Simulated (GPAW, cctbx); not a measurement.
# Reading charge transfer from structure factors

NaZnCl3, Pm-3m (no. 221), a = 4.9087 Å, b = 4.9087 Å, c = 4.9087 Å, α = 90.00°, β = 90.00°, γ = 90.00°.

```
atom  mult.    x    y    z
 Zn1      1  1/2  1/2  1/2
 Cl1      3  1/2    0  1/2
 Na1      1    0    0    0
```

The cell comes from substitution in a known structure type and wasn't matched to any measured phase.

Absolute values of the static structure factors of the conventional cell from DFT (PBE, GPAW) against free spherical atoms, in electrons:

```csv
hkl,d (Å),free atoms,crystal
010,4.909,33.33,33.38
011,3.471,21.64,21.19
111,2.834,21.76,22.18
020,2.454,68.01,68.14
021,2.195,26.48,26.48
121,2.004,19.30,19.36
022,1.736,57.49,57.44
122,1.636,23.13,23.11
030,1.636,23.13,23.11
031,1.552,17.15,17.25
```

**Question.** Which way does charge move, and which reflections show it best?

Project each element's phase sum on the total phase. |F| rises if density moves to atoms that scatter in phase and falls if it moves to atoms that scatter against it; the rule is for low angles, since changes of shape take over beyond. Where all elements are in phase the terms compete, and the compactness of the donor's and the acceptor's density matters too.

| hkl | Zn in phase | Cl in phase | Na in phase | change (e) | (%) |
| --- | --- | --- | --- | --- | --- |
| 010 | +1.0 | +1.0 | -1.0 | +0.05 | +0.2 |
| 011 | +1.0 | -1.0 | +1.0 | -0.45 | -2.1 |
| 111 | -1.0 | +3.0 | +1.0 | +0.43 | +2.0 |
| 020 | +1.0 | +3.0 | +1.0 | +0.13 | +0.2 |
| 021 | +1.0 | +1.0 | -1.0 | 0.00 | 0.0 |
| 121 | +1.0 | -1.0 | +1.0 | +0.07 | +0.4 |
| 022 | +1.0 | +3.0 | +1.0 | -0.05 | -0.1 |
| 122 | +1.0 | +1.0 | -1.0 | -0.02 | -0.1 |

Low-angle reflections that set elements apart and change by more than 0.05 e: 010, 011, 111 and 121 (021 hardly moves and tells little). The signs fit a gain of density on Cl and a loss on Zn and Na, apart from 121. The best witness is 011, -2.1 %, where Cl enters with -1.0. The real-space density agrees: Voronoi charges Zn +0.43, Cl -0.25, Na +0.33 e. The shortest bond, Zn–Cl, has Δρ = +0.03 e/Å³ at its midpoint.

[Outputs are excerpts: Python notices, other lines and further rows are left out; steps that failed or that the build refused (PBEsol, TPSS) are not shown.]

[Logs are printed without paths, hosts, clocks, repeated set-up lines and the standing remarks that a program may print on its own settings, such as how far it seeks lower states.]
